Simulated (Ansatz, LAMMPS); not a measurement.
# Liquid 52SiO2-48Li2O (mol %) at 2550 K (69 atoms): support functions against a reference, part 2 of 3

Aim: test how closely localised support functions follow the reference on liquid 52SiO2-48Li2O (mol %) at 2550 K (69 atoms), and at what cost. A setting counts as converged where the r.m.s. difference of forces stays under 1 % of the r.m.s. force.

Ansatz 0.2.0; Kohn-Sham DFT, PBE, PAW (set soft_2), plane waves.

The cell: 12 Si, 22 Li and 35 O. The starting topology of bonds comes from the classical model. Sampling is at Γ alone, for a cell whose shortest periodic width is 9 Å.

So far. Step 4 (Support functions low): Forces differ from the reference by 0.78 meV/Å r.m.s., 0.024 % of their size, well within a tolerance of 1 %; the energy by -3.5 meV/atom. It took roughly 9.5 times the reference's time (one timing each, with unlike analyses asked), in 13 cycles against 11.

**5. Support functions medium**

With localised support functions most steps grow linearly with size, though the diagonalisation grows faster unless the density matrix is cut; this run measures error and cost at this size. Besides, the program derives a nominal cutoff of 464 eV for this run, against the reference's 420.

This step: Kohn-Sham DFT, PBE, PAW (set soft_2), localised support functions (medium) (Ansatz 0.2.0).

Input file input.yaml:

```yaml
crystal:
  lattice:
    - [9.0778, 0.0, 0.0]
    - [0.0, 9.0778, 0.0]
    - [0.0, 0.0, 9.0778]
  atoms:
    [... the 69 atom lines of step 3 ...]
kpoints:
  mp_grid: { grid: [1, 1, 1] }
hamiltonian:
  xc: pbe
scf:
  occupations: { method: gaussian, width: 0.05 }
  eigensolver: { kind: { support_functions: { accuracy: medium } } }
  max_iter: 150
output:
  forces: true
  eigenvalues: true
```

Run with:

```bash
> ansatz run input.yaml --threads 4 --pin off --max-ram 8192MiB --backend cpu --events-out ev --progress --plain --runs-dir out
```

Standard output:

```text
[...]
Warning: basis.ecutwfc = 464 eV, auto-derived: no grid that the accuracy of the support functions lays serves the files at the lower one that their records recommend; a deck with other species or settings can derive another value
[...]
Crystal: 69 atoms, lattice volume = 748.069 Å³
Basis set: ecut = 464 eV, 17071 PW (Γ), exchange–correlation on 144×144×144 points (8 copies of the dense FFT grid, shifted against one another)
Bands: 195, of which v1, the nominal top of the filled ones, is band 162 counted from 1 (161 counted from 0)
Symmetry: 1 space group operations
k-points: 1
[...]
SCF iter   1: F=—  HF=-32042.761912 eV  |F-HF|=—  |Δ(HF+E_count)|=         —  Δρ=1.08e-1  dr2=1.00e2  ethr=1.00e-1
[...]
SCF iter  13: F=—  HF=-32041.059125 eV  |F-HF|=—  |Δ(HF+E_count)|=   3.92e-4  Δρ=1.69e-5  dr2=3.71e-6  ethr=5.98e-9  κ⁻¹=1.2e-5(r=7)
SCF iter  14: F=-32041.059438 eV  HF=-32041.059438 eV  |F-HF|=4.06e-7  |Δ(HF+E_count)|=   3.13e-4  Δρ=1.16e-5  dr2=1.15e-6  ethr=1.14e-9
SCF 1 converged in 14 iterations: F = -32041.063292 eV  dr2 = 1.15e-6
[...]
SCF converged after 14 iterations
[...]
Free energy (F): -32041.063292 eV
[...]
Internal energy: -32041.063292 eV  (E = F + TS)
E sigma→0 (E₀):  -32041.063292 eV
Fermi energy:    5.565261 eV
[...]
Σ components = -32041.063292   (vs F -32041.063292, Δ=0.00e0)
--- Forces (eV/Å), atoms counted from 1 ---
  atom   1  Si    11.07296061     1.43526537    -1.71920766
  atom   2  Si     1.77474866    -1.28343541     0.35726028
  atom   3  Si    -2.93069167     0.49335878    -1.81396055
  atom   4  Si     9.09643769     2.59502960     9.06762702
[...]
atom  69  O     -1.26709467    -0.67040323    -0.07524894
  max |Σ_I F_I| component: 8.00e-4 eV/Å
--- Band table (eV) ---
[...]
```

It took 2.5 min on 4 threads of Arm Neoverse N1, shared host; peak memory 2.7 GiB; 9.7 min of CPU time.

Keys that differ from the reference: support_functions.accuracy = "medium" and scf.max_iter = 150.

Forces differ from the reference by 0.78 meV/Å r.m.s., 0.024 % of their size, well within a tolerance of 1 %; the energy by -3.5 meV/atom. It took roughly 10 times the reference's time (one timing each, with unlike analyses asked), in 14 cycles against 11.

**6. Support functions high**

The cell is solved in localised support functions.

This step: Kohn-Sham DFT, PBE, PAW (set soft_2), localised support functions (high) (Ansatz 0.2.0).

input.yaml, the sections that differ from step 5:

```yaml
scf:
  occupations: { method: gaussian, width: 0.05 }
  eigensolver: { kind: { support_functions: { accuracy: high } } }
  max_iter: 150
# crystal, kpoints, hamiltonian, output: as in step 5
```

Standard output:

```text
Warning: scf.eigensolver.kind.support_functions: disabling space-group detection — the functions' gradient is summed over unrotated k-points, so no spatial operation reduces the k-mesh or symmetrises the density; time reversal is kept, so that k and −k are solved as one point where they differ and the mesh holds both, and exact exchange and, on two spinor components, a DFT+U term hold to it where the run has them: [...]
Warning: basis.ecutwfc = 631 eV, auto-derived: no grid that the accuracy of the support functions lays serves the files at the lower one that their records recommend; a deck with other species or settings can derive another value
settings of this run that can trade accuracy for cost: scf.eigensolver.kind.support_functions [...]
Engine: ansatz 0.2.0, aarch64-unknown-linux-gnu
Pseudopotentials: kind: paw
Pseudopotential: Si, paw, valence charge 4, recommended cutoff 420 eV (normal), Si.paw.azcp
Pseudopotential: Li, paw, valence charge 3, recommended cutoff 420 eV (normal), Li.paw.azcp
Pseudopotential: O, paw, valence charge 6, recommended cutoff 420 eV (normal), O.paw.azcp
[... 5 lines on functional and potentials left out ...]
Error: memory limit exceeded: the `scf loop` phase needs 10.09 GiB against the run's memory maximum of 8.00 GiB; largest carriers: support functions 8.42 GiB, density mixer 0.52 GiB, unmodelled-tail allowance 0.36 GiB, ion tables 0.30 GiB, support function tables 0.16 GiB; [...]
with nothing else changed it takes a maximum of at least 10.10 GiB, with nothing to spare, and 11.10 GiB leaves up to a tenth: --max-ram 11.10GiB where that set the maximum, else more of the term that did, and with no share typed, where 11.10 GiB is over 0.88 of the host's memory or its container's limit, [...]
```

Elapsed: 10 s, on 4 threads; peak memory 0.5 GiB; 33 s of CPU time.

The program refused the input before any cycle.

The program's message: “Error: memory limit exceeded: the `scf loop` phase needs 10.09 GiB against the run's memory maximum of 8.00 GiB; largest carriers: support functions 8.42 GiB, density mixer 0.52 GiB, unmodelled-tail a …”

The refusal is over memory: the job needs 10.09 GiB where 8.00 GiB were allowed.

**7. Support functions medium, radius 2.95 Å**

The radius confines each support function; a larger one gives more freedom and more work per atom.

This step: Kohn-Sham DFT, PBE, PAW (set soft_2), localised support functions (medium) (Ansatz 0.2.0).

input.yaml, the sections that differ from step 6:

```yaml
scf:
  occupations: { method: gaussian, width: 0.05 }
  eigensolver: { kind: { support_functions: { accuracy: medium, radius: 2.95 } } }
  max_iter: 150
# crystal, kpoints, hamiltonian, output: as in step 6
```

Standard output:

```text
Warning: scf.eigensolver.kind.support_functions: disabling space-group detection — the functions' gradient is summed over unrotated k-points, so no spatial operation reduces the k-mesh or symmetrises the density; time reversal is kept, so that k and −k are solved as one point where they differ and the mesh holds both, and exact exchange and, on two spinor components, a DFT+U term hold to it where the run has them: [...]
Warning: basis.ecutwfc = 464 eV, auto-derived: no grid that the accuracy of the support functions lays serves the files at the lower one that their records recommend; a deck with other species or settings can derive another value
settings of this run that can trade accuracy for cost: scf.eigensolver.kind.support_functions [...]
Engine: ansatz 0.2.0, aarch64-unknown-linux-gnu
Pseudopotentials: kind: paw
Pseudopotential: Si, paw, valence charge 4, recommended cutoff 420 eV (normal), Si.paw.azcp
Pseudopotential: Li, paw, valence charge 3, recommended cutoff 420 eV (normal), Li.paw.azcp
Pseudopotential: O, paw, valence charge 6, recommended cutoff 420 eV (normal), O.paw.azcp
[... 5 lines on functional and potentials left out ...]
Error: SCF: the radius of support functions is under 3.30 Å, the least for these sites at the functions' level (scf.eigensolver.kind.support_functions.accuracy). Use scf.eigensolver.kind: auto, or type scf.eigensolver.kind.support_functions.radius at least as long, [...]
```

Wall time 7.2 s (4 threads); peak memory 0.24 GiB.

The program refuses radii under 3.30 Å for these atoms at this level.

**8. Support functions medium, radius 3.37 Å**

The radius confines each support function; a larger one gives more freedom and more work per atom. Besides, the program derives a nominal cutoff of 464 eV for this run, against the reference's 420.

input.yaml, the sections that differ from step 7:

```yaml
scf:
  occupations: { method: gaussian, width: 0.05 }
  eigensolver: { kind: { support_functions: { accuracy: medium, radius: 3.37 } } }
  max_iter: 150
# crystal, kpoints, hamiltonian, output: as in step 7
```

Standard output:

```text
[...]
Crystal: 69 atoms, lattice volume = 748.069 Å³
Basis set: ecut = 464 eV, 17071 PW (Γ), exchange–correlation on 144×144×144 points (8 copies of the dense FFT grid, shifted against one another)
Bands: 195, of which v1, the nominal top of the filled ones, is band 162 counted from 1 (161 counted from 0)
Symmetry: 1 space group operations
k-points: 1
[...]
SCF iter   1: F=—  HF=-32042.304617 eV  |F-HF|=—  |Δ(HF+E_count)|=         —  Δρ=1.08e-1  dr2=1.00e2  ethr=1.00e-1
[...]
SCF iter  13: F=—  HF=-32041.056916 eV  |F-HF|=—  |Δ(HF+E_count)|=   5.62e-4  Δρ=1.68e-5  dr2=3.62e-6  ethr=5.93e-9  κ⁻¹=1.1e-5(r=7)
SCF iter  14: F=-32041.057369 eV  HF=-32041.057369 eV  |F-HF|=4.19e-7  |Δ(HF+E_count)|=   4.53e-4  Δρ=1.13e-5  dr2=1.04e-6  ethr=1.12e-9
SCF 1 converged in 14 iterations: F = -32041.063292 eV  dr2 = 1.04e-6
[...]
SCF converged after 14 iterations
[...]
Free energy (F): -32041.063292 eV
[...]
Internal energy: -32041.063292 eV  (E = F + TS)
E sigma→0 (E₀):  -32041.063292 eV
Fermi energy:    5.565306 eV
[...]
Σ components = -32041.063292   (vs F -32041.063292, Δ=0.00e0)
--- Forces (eV/Å), atoms counted from 1 ---
  atom   1  Si    11.07293205     1.43540183    -1.71903543
  atom   2  Si     1.77473171    -1.28348832     0.35727158
  atom   3  Si    -2.93083438     0.49345770    -1.81401618
  atom   4  Si     9.09655574     2.59503026     9.06764238
[...]
atom  69  O     -1.26718058    -0.67035297    -0.07531990
  max |Σ_I F_I| component: 1.61e-3 eV/Å
--- Band table (eV) ---
[...]
```

Elapsed: 2.3 min, on 4 threads; peak memory 2.6 GiB.

Keys that differ from the reference: support_functions.accuracy = "medium", support_functions.radius = 3.37 and scf.max_iter = 150.

Forces differ from the reference by 0.78 meV/Å r.m.s., 0.024 % of their size, well within a tolerance of 1 %; the energy by -3.5 meV/atom. It took roughly 9.5 times the reference's time (one timing each, with unlike analyses asked), in 14 cycles against 11.

**9. Support functions medium, radius 3.61 Å**

The radius confines each support function; a larger one gives more freedom and more work per atom. Besides, the program derives a nominal cutoff of 464 eV for this run, against the reference's 420.

input.yaml, the sections that differ from step 8:

```yaml
scf:
  occupations: { method: gaussian, width: 0.05 }
  eigensolver: { kind: { support_functions: { accuracy: medium, radius: 3.61 } } }
  max_iter: 150
# crystal, kpoints, hamiltonian, output: as in step 8
```

Standard output:

```text
[...]
Crystal: 69 atoms, lattice volume = 748.069 Å³
Basis set: ecut = 464 eV, 17071 PW (Γ), exchange–correlation on 144×144×144 points (8 copies of the dense FFT grid, shifted against one another)
Bands: 195, of which v1, the nominal top of the filled ones, is band 162 counted from 1 (161 counted from 0)
Symmetry: 1 space group operations
k-points: 1
[...]
SCF iter   1: F=—  HF=-32043.168441 eV  |F-HF|=—  |Δ(HF+E_count)|=         —  Δρ=1.08e-1  dr2=1.00e2  ethr=1.00e-1
[...]
SCF iter  13: F=—  HF=-32041.061121 eV  |F-HF|=—  |Δ(HF+E_count)|=   2.30e-4  Δρ=1.68e-5  dr2=3.75e-6  ethr=6.08e-9  κ⁻¹=1.2e-5(r=7)
SCF iter  14: F=-32041.061301 eV  HF=-32041.061301 eV  |F-HF|=3.90e-7  |Δ(HF+E_count)|=   1.80e-4  Δρ=1.16e-5  dr2=1.19e-6  ethr=1.16e-9
SCF 1 converged in 14 iterations: F = -32041.063293 eV  dr2 = 1.19e-6
[...]
SCF converged after 14 iterations
[...]
Free energy (F): -32041.063293 eV
[...]
Internal energy: -32041.063293 eV  (E = F + TS)
E sigma→0 (E₀):  -32041.063293 eV
Fermi energy:    5.565247 eV
[...]
Σ components = -32041.063293   (vs F -32041.063293, Δ=0.00e0)
--- Forces (eV/Å), atoms counted from 1 ---
  atom   1  Si    11.07297273     1.43533562    -1.71932388
  atom   2  Si     1.77476317    -1.28349432     0.35732348
  atom   3  Si    -2.93068134     0.49329877    -1.81400390
  atom   4  Si     9.09638842     2.59495195     9.06767379
[...]
atom  69  O     -1.26712724    -0.67044654    -0.07523912
  max |Σ_I F_I| component: 5.56e-4 eV/Å
--- Band table (eV) ---
[...]
```

Run time: 2.9 min. Hardware: 4 threads; peak memory 2.9 GiB.

Keys that differ from the reference: support_functions.accuracy = "medium", support_functions.radius = 3.61 and scf.max_iter = 150.

Forces differ from the reference by 0.78 meV/Å r.m.s., 0.024 % of their size, well within a tolerance of 1 %; the energy by -3.5 meV/atom. It took roughly 12 times the reference's time (one timing each, with unlike analyses asked), in 14 cycles against 11.

**10. Support functions medium, radius 3.82 Å**

The radius confines each support function; a larger one gives more freedom and more work per atom. Besides, the program derives a nominal cutoff of 464 eV for this run, against the reference's 420.

input.yaml, the sections that differ from step 9:

```yaml
scf:
  occupations: { method: gaussian, width: 0.05 }
  eigensolver: { kind: { support_functions: { accuracy: medium, radius: 3.82 } } }
  max_iter: 150
# crystal, kpoints, hamiltonian, output: as in step 9
```

Standard output:

```text
[...]
Crystal: 69 atoms, lattice volume = 748.069 Å³
Basis set: ecut = 464 eV, 17071 PW (Γ), exchange–correlation on 144×144×144 points (8 copies of the dense FFT grid, shifted against one another)
Bands: 195, of which v1, the nominal top of the filled ones, is band 162 counted from 1 (161 counted from 0)
Symmetry: 1 space group operations
k-points: 1
[...]
SCF iter   1: F=—  HF=-32043.493125 eV  |F-HF|=—  |Δ(HF+E_count)|=         —  Δρ=1.08e-1  dr2=1.00e2  ethr=1.00e-1
[...]
SCF iter  13: F=—  HF=-32041.062593 eV  |F-HF|=—  |Δ(HF+E_count)|=   9.61e-5  Δρ=1.67e-5  dr2=3.74e-6  ethr=6.15e-9  κ⁻¹=1.1e-5(r=7)
SCF iter  14: F=-32041.062662 eV  HF=-32041.062663 eV  |F-HF|=4.14e-7  |Δ(HF+E_count)|=   7.03e-5  Δρ=1.18e-5  dr2=1.18e-6  ethr=1.15e-9
SCF 1 converged in 14 iterations: F = -32041.063293 eV  dr2 = 1.18e-6
[...]
SCF converged after 14 iterations
[...]
Free energy (F): -32041.063293 eV
[...]
Internal energy: -32041.063293 eV  (E = F + TS)
E sigma→0 (E₀):  -32041.063293 eV
Fermi energy:    5.565267 eV
[...]
Σ components = -32041.063293   (vs F -32041.063293, Δ=0.00e0)
--- Forces (eV/Å), atoms counted from 1 ---
  atom   1  Si    11.07302369     1.43531214    -1.71934647
  atom   2  Si     1.77482792    -1.28353829     0.35732528
  atom   3  Si    -2.93070268     0.49328342    -1.81395615
  atom   4  Si     9.09644392     2.59500617     9.06767266
[...]
atom  69  O     -1.26712932    -0.67036559    -0.07525093
  max |Σ_I F_I| component: 5.57e-4 eV/Å
--- Band table (eV) ---
[...]
```

Elapsed: 3.5 min, on 4 threads; peak memory 3.3 GiB; 14 min of CPU time.

Keys that differ from the reference: support_functions.accuracy = "medium", support_functions.radius = 3.82 and scf.max_iter = 150.

Forces differ from the reference by 0.77 meV/Å r.m.s., 0.024 % of their size, well within a tolerance of 1 %; the energy by -3.5 meV/atom. It took roughly 15 times the reference's time (one timing each, with unlike analyses asked), in 14 cycles against 11.

**11. Support functions medium, radius 4.17 Å**

The radius confines each support function; a larger one gives more freedom and more work per atom. Besides, the program derives a nominal cutoff of 464 eV for this run, against the reference's 420.

input.yaml, the sections that differ from step 10:

```yaml
scf:
  occupations: { method: gaussian, width: 0.05 }
  eigensolver: { kind: { support_functions: { accuracy: medium, radius: 4.17 } } }
  max_iter: 150
# crystal, kpoints, hamiltonian, output: as in step 10
```

Standard output:

```text
[...]
Crystal: 69 atoms, lattice volume = 748.069 Å³
Basis set: ecut = 464 eV, 17071 PW (Γ), exchange–correlation on 144×144×144 points (8 copies of the dense FFT grid, shifted against one another)
Bands: 195, of which v1, the nominal top of the filled ones, is band 162 counted from 1 (161 counted from 0)
Symmetry: 1 space group operations
k-points: 1
[...]
SCF iter   1: F=—  HF=-32043.727432 eV  |F-HF|=—  |Δ(HF+E_count)|=         —  Δρ=1.08e-1  dr2=1.00e2  ethr=1.00e-1
[...]
SCF iter  13: F=—  HF=-32041.063267 eV  |F-HF|=—  |Δ(HF+E_count)|=   1.47e-5  Δρ=1.75e-5  dr2=3.90e-6  ethr=6.80e-9  κ⁻¹=1.2e-5(r=7)
SCF iter  14: F=-32041.063272 eV  HF=-32041.063273 eV  |F-HF|=4.90e-7  |Δ(HF+E_count)|=   5.34e-6  Δρ=1.22e-5  dr2=1.17e-6  ethr=1.20e-9
SCF 1 converged in 14 iterations: F = -32041.063293 eV  dr2 = 1.17e-6
[...]
SCF converged after 14 iterations
[...]
Free energy (F): -32041.063293 eV
[...]
Internal energy: -32041.063293 eV  (E = F + TS)
E sigma→0 (E₀):  -32041.063293 eV
Fermi energy:    5.565296 eV
[...]
Σ components = -32041.063293   (vs F -32041.063293, Δ=0.00e0)
--- Forces (eV/Å), atoms counted from 1 ---
  atom   1  Si    11.07308325     1.43535711    -1.71937685
  atom   2  Si     1.77481081    -1.28358838     0.35733155
  atom   3  Si    -2.93070118     0.49340063    -1.81395690
  atom   4  Si     9.09646056     2.59508515     9.06776562
[...]
atom  69  O     -1.26717395    -0.67038591    -0.07525246
  max |Σ_I F_I| component: 6.07e-4 eV/Å
--- Band table (eV) ---
[...]
```

Wall time 4.7 min (4 threads); peak memory 3.9 GiB; 19 min of CPU time.

Keys that differ from the reference: support_functions.accuracy = "medium", support_functions.radius = 4.17 and scf.max_iter = 150.

Forces differ from the reference by 0.76 meV/Å r.m.s., 0.024 % of their size, well within a tolerance of 1 %; the energy by -3.5 meV/atom. It took roughly 20 times the reference's time (one timing each, with unlike analyses asked), in 14 cycles against 11.

(Part 2 of 3 ends here.)

[Long decimals in the printed logs are rounded to 6 places.]

[Logs are printed without paths, hosts, clocks, repeated set-up lines and the standing remarks that a program may print on its own settings, such as how far it seeks lower states.]

[Hosts, paths, dates, database ids (printed as entryN), source tags and the programs' standing remarks are cut or masked in the printed files.]
